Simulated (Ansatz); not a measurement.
# Structural relaxation of glassy Na2Si4O9 (165 atoms), part 2 of 3

Aim: bring glassy Na2Si4O9 (165 atoms) to a nearby minimum of the energy and see what moves.

Ansatz 0.2.0; Kohn-Sham DFT, RPBE, PAW (set soft_2), plane waves.

The cell: 22 Na, 99 O and 44 Si. The quench rate of 20 K/ps far exceeds what a furnace or splat quench reaches. The network of bonds at the start is that of the classical potential that made the cell. The Brillouin zone is sampled at Γ only, in a cell whose shortest periodic width is 13 Å.

So far. Step 2 (Single point at the start): The r.m.s. force component of 1.4 eV/Å and the pressure of 8.1 GPa set the starting point.

## 3. Relaxation

With the cell held, the atoms are moved downhill towards a nearby minimum.

The input, input.yaml:

```yaml
crystal:
  lattice:
    - [13.2385, 0.0, 0.0]
    - [0.0, 13.2385, 0.0]
    - [0.0, 0.0, 13.2385]
  atoms:
    [... the 165 atom lines of step 2 ...]
kpoints:
  mp_grid: { grid: [1, 1, 1] }
hamiltonian:
  xc: rpbe
scf:
  occupations: { method: fixed }
output:
  forces: true
relax:
  f_tol: 0.03
  max_steps: 196
```

Command:

```sh
$ ansatz run input.yaml --threads 4 --pin off --max-ram 8192MiB --backend cpu --events-out ev --progress --plain --runs-dir out
```

Numbers of over 12 decimals in the logs are rounded to 6 here.

Output:

```text
[...]
Crystal: 165 atoms, lattice volume = 2320.151 Å³
Basis set: ecut = 420 eV, 45385 PW (Γ), exchange–correlation on 180×180×180 points (8 copies of the dense FFT grid, shifted against one another)
Bands: 649, of which v1, the nominal top of the filled ones, is band 484 counted from 1 (483 counted from 0)
Symmetry: 1 space group operations
[...]
k-points: 1
[...]
SCF iter   1: F=—  HF=-117381.436538 eV  |F-HF|=—  |Δ(HF+E_count)|=         —  Δρ=4.04e-3  dr2=4.58e-1  ethr=1.77e-3  ⟨swp⟩=4.0  Hψ=2240  notcnv=0  defer=162
[...]
SCF iter   3: F=—  HF=-117381.351063 eV  |F-HF|=—  |Δ(HF+E_count)|=   9.99e-5  Δρ=8.04e-4  dr2=2.16e-2  ethr=8.31e-6  ⟨swp⟩=3.0  Hψ=803  notcnv=0  defer=152
automatic band count: iteration 3 solves 638 bands in place of 649: the levels show a gap, and the empty bands left out lie too high to hold charge; the band table lists the bands solved (type scf.n_extra_bands for more)
SCF iter   4: F=—  HF=-117381.351267 eV  |F-HF|=—  |Δ(HF+E_count)|=   2.04e-4  Δρ=3.00e-4  dr2=2.03e-3  ethr=2.23e-6  ⟨swp⟩=2.0  Hψ=1063  notcnv=0  defer=152
[...]
SCF iter   7: F=-117381.351699 eV  HF=-117381.351697 eV  |F-HF|=1.71e-6  |Δ(HF+E_count)|=   2.20e-5  Δρ=1.66e-5  dr2=5.61e-6  ethr=2.32e-9  ⟨swp⟩=4.0  Hψ=1917  notcnv=0
SCF 1 converged in 7 iterations: F = -117381.351699 eV  dr2 = 5.61e-6
[...]
relax step   1: F+E_penalty+E_count = -117381.35169878 eV  Δ(F+E_penalty+E_count) = +0.000e0 eV  max|allowed force component| = 5.322e0 eV/Å  Δτ_max = 0.0000 Å  (7 SCF iters, dr2 threshold 2.25e-5 eV, accepted)
[... from here on, the SCF cycles and remarks between the steps are left out ...]
relax step   2: F+E_penalty+E_count = -117389.06079876 eV  Δ(F+E_penalty+E_count) = -7.709e0 eV  max|allowed force component| = 2.894e0 eV/Å  Δτ_max = 0.1949 Å  (6 SCF iters, dr2 threshold 1.00e-4 eV, accepted)
relax step   3: F+E_penalty+E_count = -117394.29410299 eV  Δ(F+E_penalty+E_count) = -5.233e0 eV  max|allowed force component| = 7.377e-1 eV/Å  Δτ_max = 0.1950 Å  (8 SCF iters, dr2 threshold 1.00e-4 eV, accepted)
relax step   4: F+E_penalty+E_count = -117395.68985672 eV  Δ(F+E_penalty+E_count) = -1.396e0 eV  max|allowed force component| = 4.613e-1 eV/Å  Δτ_max = 0.2000 Å  (7 SCF iters, dr2 threshold 3.54e-5 eV, accepted)
relax step   5: F+E_penalty+E_count = -117396.24513873 eV  Δ(F+E_penalty+E_count) = -5.553e-1 eV  max|allowed force component| = 3.719e-1 eV/Å  Δτ_max = 0.1958 Å  (8 SCF iters, dr2 threshold 1.38e-5 eV, accepted)
relax step   6: F+E_penalty+E_count = -117396.49386718 eV  Δ(F+E_penalty+E_count) = -2.487e-1 eV  max|allowed force component| = 1.752e-1 eV/Å  Δτ_max = 0.2000 Å  (6 SCF iters, dr2 threshold 5.41e-5 eV, accepted)
relax step   7: F+E_penalty+E_count = -117396.66051962 eV  Δ(F+E_penalty+E_count) = -1.667e-1 eV  max|allowed force component| = 1.420e-1 eV/Å  Δτ_max = 0.2000 Å  (7 SCF iters, dr2 threshold 6.82e-6 eV, accepted)
relax step   8: F+E_penalty+E_count = -117396.77990768 eV  Δ(F+E_penalty+E_count) = -1.194e-1 eV  max|allowed force component| = 2.320e-1 eV/Å  Δτ_max = 0.2000 Å  (8 SCF iters, dr2 threshold 4.47e-6 eV, accepted)
relax step   9: F+E_penalty+E_count = -117396.90809056 eV  Δ(F+E_penalty+E_count) = -1.282e-1 eV  max|allowed force component| = 2.319e-1 eV/Å  Δτ_max = 0.2000 Å  (7 SCF iters, dr2 threshold 3.53e-5 eV, accepted)
relax step  10: F+E_penalty+E_count = -117397.01376304 eV  Δ(F+E_penalty+E_count) = -1.057e-1 eV  max|allowed force component| = 1.845e-1 eV/Å  Δτ_max = 0.2000 Å  (7 SCF iters, dr2 threshold 5.37e-5 eV, accepted)
relax step  11: F+E_penalty+E_count = -117397.03640368 eV  Δ(F+E_penalty+E_count) = -2.264e-2 eV  max|allowed force component| = 1.651e-1 eV/Å  Δτ_max = 0.1654 Å  (7 SCF iters, dr2 threshold 2.15e-5 eV, accepted)
relax step  12: F+E_penalty+E_count = -117397.10253509 eV  Δ(F+E_penalty+E_count) = -6.613e-2 eV  max|allowed force component| = 1.253e-1 eV/Å  Δτ_max = 0.2000 Å  (7 SCF iters, dr2 threshold 1.72e-5 eV, accepted)
relax step  13: F+E_penalty+E_count = -117397.12677000 eV  Δ(F+E_penalty+E_count) = -2.423e-2 eV  max|allowed force component| = 1.217e-1 eV/Å  Δτ_max = 0.1583 Å  (7 SCF iters, dr2 threshold 9.04e-6 eV, accepted)
relax step  14: F+E_penalty+E_count = -117397.14666956 eV  Δ(F+E_penalty+E_count) = -1.990e-2 eV  max|allowed force component| = 8.399e-2 eV/Å  Δτ_max = 0.1027 Å  (7 SCF iters, dr2 threshold 8.53e-6 eV, accepted)
relax step  15: F+E_penalty+E_count = -117397.15417909 eV  Δ(F+E_penalty+E_count) = -7.510e-3 eV  max|allowed force component| = 6.271e-2 eV/Å  Δτ_max = 0.0769 Å  (7 SCF iters, dr2 threshold 3.36e-6 eV, accepted)
relax step  16: F+E_penalty+E_count = -117397.16694337 eV  Δ(F+E_penalty+E_count) = -1.276e-2 eV  max|allowed force component| = 9.390e-2 eV/Å  Δτ_max = 0.2000 Å  (8 SCF iters, dr2 threshold 1.87e-6 eV, accepted)
relax step  17: F+E_penalty+E_count = -117397.17498729 eV  Δ(F+E_penalty+E_count) = -8.044e-3 eV  max|allowed force component| = 5.203e-2 eV/Å  Δτ_max = 0.0371 Å  (6 SCF iters, dr2 threshold 4.92e-6 eV, accepted)
relax step  18: F+E_penalty+E_count = -117397.17209417 eV  Δ(F+E_penalty+E_count) = +2.893e-3 eV  max|allowed force component| = 7.466e-2 eV/Å  Δτ_max = 0.2000 Å  (9 SCF iters, rejected (line search))
relax step  19: F+E_penalty+E_count = -117397.18000117 eV  Δ(F+E_penalty+E_count) = -5.014e-3 eV  max|allowed force component| = 3.255e-2 eV/Å  Δτ_max = 0.0514 Å  (9 SCF iters, accepted)
relax step  20: F+E_penalty+E_count = -117397.18376422 eV  Δ(F+E_penalty+E_count) = -3.763e-3 eV  max|allowed force component| = 4.714e-2 eV/Å  Δτ_max = 0.1000 Å  (9 SCF iters, accepted)
relax step  21: F+E_penalty+E_count = -117397.15356504 eV  Δ(F+E_penalty+E_count) = +3.020e-2 eV  max|allowed force component| = 2.000e-1 eV/Å  Δτ_max = 0.1282 Å  (9 SCF iters, rejected (line search))
relax step  22: F+E_penalty+E_count = -117397.18695815 eV  Δ(F+E_penalty+E_count) = -3.194e-3 eV  max|allowed force component| = 3.440e-2 eV/Å  Δτ_max = 0.0612 Å  (9 SCF iters, accepted)
relax step  23: F+E_penalty+E_count = -117397.18497008 eV  Δ(F+E_penalty+E_count) = +1.988e-3 eV  max|allowed force component| = 4.069e-2 eV/Å  Δτ_max = 0.0619 Å  (9 SCF iters, rejected (line search))
relax step  24: F+E_penalty+E_count = -117397.18753172 eV  Δ(F+E_penalty+E_count) = -5.736e-4 eV  max|allowed force component| = 1.802e-2 eV/Å  Δτ_max = 0.0302 Å  (9 SCF iters, accepted)
SCF converged after 9 iterations
Free energy (F): -117397.187532 eV
[...]
Internal energy: -117397.187532 eV  (E = F + TS)
E sigma→0 (E₀):  -117397.187532 eV
Fermi energy:    3.506995 eV
[...]
--- Forces (eV/Å), atoms counted from 1 ---
  atom   1  Na    -0.00617752    -0.00133179    -0.00348463
  atom   2  Na    -0.00331114    -0.00316418    -0.00128403
  atom   3  Na    -0.00307154     0.00143529     0.01122076
  atom   4  Na     0.00055753     0.00111866    -0.00221361
  atom   5  Na     0.00072921    -0.00175298     0.00127073
  atom   6  Na    -0.00403337     0.00199829    -0.00182090
  atom   7  Na    -0.00086843     0.00090694    -0.00463957
  atom   8  Na    -0.00013485     0.00036934     0.00180691
  atom   9  Na     0.00365161    -0.00135186     0.00440296
  atom  10  Na     0.00456163     0.00015092    -0.00390692
  atom  11  Na    -0.00074198     0.00117528    -0.00070649
  atom  12  Na     0.00106336    -0.00758706    -0.00453677
  atom  13  Na    -0.00441852     0.00006649     0.01404614
  atom  14  Na     0.00241443     0.00208522    -0.00181752
[...]
atom 164  Si    -0.00184156    -0.00186167    -0.00076972
  atom 165  Si     0.00039717     0.00495721     0.00180001
  max |Σ_I F_I| component: 6.33e-5 eV/Å
--- Relaxed structure (24 steps of the walk, 21 accepted, 0 SCFs on fresh bases) ---
  F+E_penalty+E_count = -117397.18753172 eV   max|allowed force component| = 1.802e-2 eV/Å
  atoms:
    - { symbol: Na, position: [0.645272, 0.018710, 0.781616] }
    - { symbol: Na, position: [1.031819, 0.947356, 0.00852971] }
    - { symbol: Na, position: [0.602999, 0.917913, 0.563229] }
    - { symbol: Na, position: [0.207461, 0.130081, 0.122503] }
[...]
- { symbol: Si, position: [0.542910, 0.297135, 0.642393] }
```

Run time: 4.1 min. Hardware: 4 threads of AMD EPYC 9R45, shared host; peak memory 3.4 GiB.

The steps of the relaxation (22 of 24):

| step | energy less that of the first step (eV) | largest force component (eV/Å) |
| --- | --- | --- |
| 1 | 0.0000 | 5.3217 |
| 2 | -7.7091 | 2.8938 |
| 3 | -12.9424 | 0.7377 |
| 4 | -14.3382 | 0.4613 |
| 5 | -14.8934 | 0.3719 |
| 6 | -15.1422 | 0.1752 |
| 8 | -15.4282 | 0.2320 |
| 9 | -15.5564 | 0.2319 |
| 10 | -15.6621 | 0.1845 |
| 11 | -15.6847 | 0.1651 |
| 12 | -15.7508 | 0.1253 |
| 13 | -15.7751 | 0.1217 |
| 14 | -15.7950 | 0.0840 |
| 15 | -15.8025 | 0.0627 |
| 16 | -15.8152 | 0.0939 |
| 17 | -15.8233 | 0.0520 |
| 19 | -15.8283 | 0.0325 |
| 20 | -15.8321 | 0.0471 |
| 21 | -15.8019 | 0.2000 |
| 22 | -15.8353 | 0.0344 |
| 23 | -15.8333 | 0.0407 |
| 24 | -15.8358 | 0.0180 |

Relaxation steps 18, 21, 23 were tried and not accepted.

The atoms that moved most (Å):

| atom | dx | dy | dz | length |
| --- | --- | --- | --- | --- |
| Na12 | 0.008 | -1.158 | 0.208 | 1.176 |
| Na13 | -0.778 | 0.316 | -0.324 | 0.900 |
| Na3 | -0.359 | 0.520 | -0.381 | 0.738 |
| Na11 | -0.412 | -0.535 | -0.200 | 0.704 |
| O120 | 0.114 | -0.158 | 0.668 | 0.696 |
| O67 | -0.308 | 0.600 | 0.152 | 0.692 |
| O98 | -0.269 | -0.396 | -0.481 | 0.678 |
| O70 | -0.651 | 0.088 | -0.160 | 0.676 |

The relaxation changed the energy by -96.0 meV/atom, and atoms moved by 0.39 Å r.m.s., 1.2 Å at most.

## 4. Local order after relaxation

Bonds before and after, by the cutoffs listed below:

| pair | bonds before | bonds after | mean before (Å) | mean after (Å) | spread before (Å) | spread after (Å) |
| --- | --- | --- | --- | --- | --- | --- |
| O-Si | 176 | 176 | 1.615 | 1.644 | 0.050 | 0.032 |
| O-Na | 96 | 104 | 2.510 | 2.477 | 0.226 | 0.202 |

Density 2.38 g/cm³, 14.06 Å³ an atom.

g(r), total and by pair (bins of 0.2 Å):

| r (Å) | total | O-O | O-Si | O-Na | Si-Si | Si-Na | Na-Na |
| --- | --- | --- | --- | --- | --- | --- | --- |
| 1.50 | 0.44 | 0.00 | 1.36 | 0.00 | 0.00 | 0.00 | 0.00 |
| 1.70 | 3.98 | 0.00 | 12.46 | 0.00 | 0.00 | 0.00 | 0.00 |
| 1.90 | 0.00 | 0.00 | 0.00 | 0.00 | 0.00 | 0.00 | 0.00 |
| 2.10 | 0.04 | 0.00 | 0.00 | 0.27 | 0.00 | 0.00 | 0.00 |
| 2.30 | 0.50 | 0.00 | 0.00 | 3.12 | 0.00 | 0.00 | 0.00 |
| 2.50 | 0.61 | 0.69 | 0.00 | 2.29 | 0.00 | 0.00 | 0.00 |
| 2.70 | 2.36 | 6.05 | 0.00 | 1.12 | 0.00 | 0.00 | 0.00 |
| 2.90 | 0.37 | 0.32 | 0.00 | 0.61 | 0.98 | 0.79 | 1.77 |
| 3.10 | 0.92 | 0.49 | 0.11 | 0.53 | 5.55 | 2.27 | 3.61 |
| 3.30 | 0.71 | 0.55 | 0.44 | 0.85 | 1.09 | 1.66 | 2.14 |
| 3.50 | 1.00 | 0.81 | 1.20 | 0.73 | 0.00 | 2.58 | 1.57 |
| 3.70 | 1.08 | 0.78 | 1.48 | 0.90 | 0.00 | 1.62 | 3.96 |
| 3.90 | 1.03 | 0.63 | 1.66 | 1.04 | 0.31 | 0.95 | 1.01 |
| 4.10 | 1.13 | 0.90 | 1.79 | 0.79 | 0.63 | 0.62 | 1.13 |
| 4.30 | 1.08 | 0.78 | 1.74 | 0.87 | 0.77 | 0.46 | 1.03 |
| 4.50 | 0.95 | 0.88 | 0.85 | 1.31 | 1.27 | 0.61 | 0.94 |
| 4.70 | 0.97 | 1.11 | 0.71 | 1.25 | 1.12 | 0.83 | 0.35 |
| 4.90 | 1.10 | 1.40 | 0.75 | 1.20 | 1.46 | 0.76 | 0.64 |
| 5.10 | 1.16 | 1.62 | 0.82 | 1.01 | 1.40 | 0.63 | 0.44 |
| 5.30 | 1.02 | 1.25 | 0.69 | 1.01 | 1.46 | 1.01 | 0.69 |
| 5.50 | 0.88 | 0.79 | 0.91 | 0.91 | 1.20 | 0.69 | 1.13 |
| 5.70 | 0.94 | 0.82 | 1.02 | 0.98 | 1.01 | 1.17 | 0.71 |
| 5.90 | 0.92 | 0.74 | 1.08 | 0.81 | 0.90 | 1.12 | 1.75 |
| 6.10 | 0.99 | 0.92 | 1.01 | 0.92 | 0.69 | 1.67 | 1.24 |
| 6.30 | 1.06 | 0.98 | 1.24 | 0.96 | 0.65 | 1.36 | 0.87 |
| 6.50 | 1.05 | 0.96 | 1.19 | 0.99 | 0.79 | 1.26 | 0.91 |

Bonds by pair of elements; cutoffs follow the first minimum of g(r), held within bounds set by covalent radii, and pairs that aren't listed don't count as bonded:

| pair A-B | cutoff (Å) | bonds | mean length (Å) | spread (Å) | shortest (Å) | B about A | A about B |
| --- | --- | --- | --- | --- | --- | --- | --- |
| O-Si | 2.08 | 176 | 1.64 | 0.032 | 1.56 | 1.78 | 4 |
| O-Na | 2.98 | 104 | 2.48 | 0.202 | 2.12 | 1.05 | 4.73 |

How many atoms have how many bonded neighbours:

| element | mean | 2 | 3 | 4 | 5 | 6 |
| --- | --- | --- | --- | --- | --- | --- |
| Na | 4.73 | 0 | 0 | 9 | 10 | 3 |
| O | 2.83 | 42 | 35 | 20 | 1 | 1 |
| Si | 4 | 0 | 0 | 44 | 0 | 0 |

Bond angles (no mean is given where the spread exceeds 20°):

| angle | count | mean (°) | spread (°) |
| --- | --- | --- | --- |
| O-Si-O | 264 | 109 | 4.5 |
| O-Na-O | 199 | - | - |
| Na-O-Si | 145 | - | - |
| Si-O-Si | 77 | 142 | 11.7 |
| Na-O-Na | 70 | - | - |

Oxygen atoms by the number of network formers (Si, P, Ge, B, Al, As, Ga) bound to them:

| network formers bound to O | O atoms | per cent |
| --- | --- | --- |
| 0 | 0 | 0 |
| 1 | 22 | 22.2 |
| 2 | 77 | 77.8 |

Network units: each former by its oxygen neighbours and how many of them bridge to another former:

| former | O neighbours | bridging O | atoms |
| --- | --- | --- | --- |
| Si | 4 | 2 | 3 |
| Si | 4 | 3 | 16 |
| Si | 4 | 4 | 25 |

Bond length by coordination (bonds to H left out):

| element | coordination | atoms | mean bond length (Å) |
| --- | --- | --- | --- |
| Na | 4 | 9 | 2.41 |
| Na | 5 | 10 | 2.52 |
| Na | 6 | 3 | 2.50 |
| O | 2 | 42 | 1.65 |
| O | 3 | 35 | 1.99 |
| O | 4 | 20 | 2.18 |
| O | 5 | 1 | 2.24 |
| O | 6 | 1 | 2.35 |

Rings of the network by King's shortest-path rule, up to 12 atoms, one path for each pair of neighbours; H, halogens, alkali and alkaline-earth atoms are left out, and the last column divides by all other atoms, bonded or not:

| ring size (atoms) | rings | per network atom |
| --- | --- | --- |
| 8 | 6 | 0.042 |
| 10 | 12 | 0.084 |
| 12 | 14 | 0.098 |

First main peaks of g(r), for some of the pairs, lie near 2.7 Å (O-O), 1.6 Å (O-Si), 2.3 Å (O-Na) and 3.1 Å (Si-Si). By these cutoffs 45 % of Na atoms have 5, 42 % of O atoms have 2 and all Si atoms have 4 bonded neighbours. The O-Si-O angle averages 109° with a spread of 4°. 78 % of the oxygens bridge two formers (Si) and 22 % are non-bridging. The commonest Si unit has 4 oxygens, 4 of them shared with other formers (25 of 44 atoms). Rings of 12 atoms are the most common (44 % of those counted); sizes run from 8 to 12, where the search stops.

(Continued in part 3 of 3.)

[Logs are printed without paths, hosts, clocks, repeated set-up lines and the standing remarks that a program may print on its own settings, such as how far it seeks lower states.]

[Hosts, paths, dates, database ids (printed as entryN), source tags and the programs' standing remarks are cut or masked in the printed files.]
